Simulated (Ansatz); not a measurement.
**What do other settings change for generalised stacking fault on (111) (glide set) of a Ge-Si solid solution (72 atoms)?**

The cell holds 72 atoms: 51 Ge and 21 Si. Its edges and angles: a = 6.849 Å, b = 11.862 Å, c = 19.778 Å, α = 90.0°, β = 81.7°, γ = 90.0°. It derives from Ge and Si. Diamond-structure Ge lattice (a = 5.5919 Å, the value set for the mixture), cell with z along [111], 1 x 3 x 2 periods; the third cell vector is tilted by 0.417 of 1/2[11-2] and lengthened by 0.2 Å, so the cell holds one fault (glide set); displaced by a Gaussian of 0.01 Å; 21 of 72 Ge sites given to Si at random (lattice constant by Vegard's rule between Ge and Si).

Geometry: as built.

Reference run: Kohn-Sham DFT, revPBE, PAW (set soft_2), plane waves (Ansatz 0.2.0), cutoff 420 eV, k-mesh 5×3×2, fermi-dirac smearing of 0.05 eV.

* r.m.s. force component: 1.852 eV/Å
* pressure: 5.707 GPa
* spacing of highest filled and lowest empty level: 0.0212 eV
* SCF cycles: 12
* time: 25 min on 4 threads of Arm Neoverse V1, shared host

**Question.** The cell is repeated and solved at Γ. How do error, time and memory go?
- plane waves, 72 atoms (1×1×1)
- support functions, 72 atoms (1×1×1)
- plane waves, 144 atoms (2×1×1)
- support functions, 144 atoms (2×1×1)

Differences are against the typed cell on a 5×3×2 mesh, which samples like Γ on 2160 atoms (r.m.s. force component 1.85 eV/Å). Every repeated cell is solved at Γ, and forces are averaged over the copies of each atom. Hardware: 4 threads of Arm Neoverse V1, shared host.

```tsv
atoms	repeats	basis	Δ force, r.m.s. (meV/Å)	Δ energy (meV/atom)	less plane waves of the same size (meV/atom)	spread among copies (meV/Å)	SCF cycles	time	host memory (GiB)
72	1×1×1	plane waves	242	67.4	-	-	9	25 s	2.2
72	1×1×1	support functions	242	66.3	-1.0	-	13	2.2 min	3.4
144	2×1×1	plane waves	63.0	56.7	-	0	9	2.2 min	6.2
144	2×1×1	support functions	63.1	55.6	-1.0	0	13	4.5 min	5.6
```

Repeating the cell at Γ samples more k-points: in plane waves the energy difference from the dense mesh goes from 67.4 meV/atom at 72 atoms to 56.7 at 144, and the force difference from 242 to 63 meV/Å. At equal size the support functions lie 1.0 meV/atom below plane waves, likely because their grid holds more waves than 420 eV; no run tests this. At the largest size the support functions' forces differ from the reference by 3.4 % of the r.m.s. force, which holds the difference of sampling between the two as well as that of the basis.

[Logs are printed without paths, hosts, clocks, repeated set-up lines and the standing remarks that a program may print on its own settings, such as how far it seeks lower states.]

[Hosts, paths, dates, database ids (printed as entryN), source tags and the programs' standing remarks are cut or masked in the printed files.]
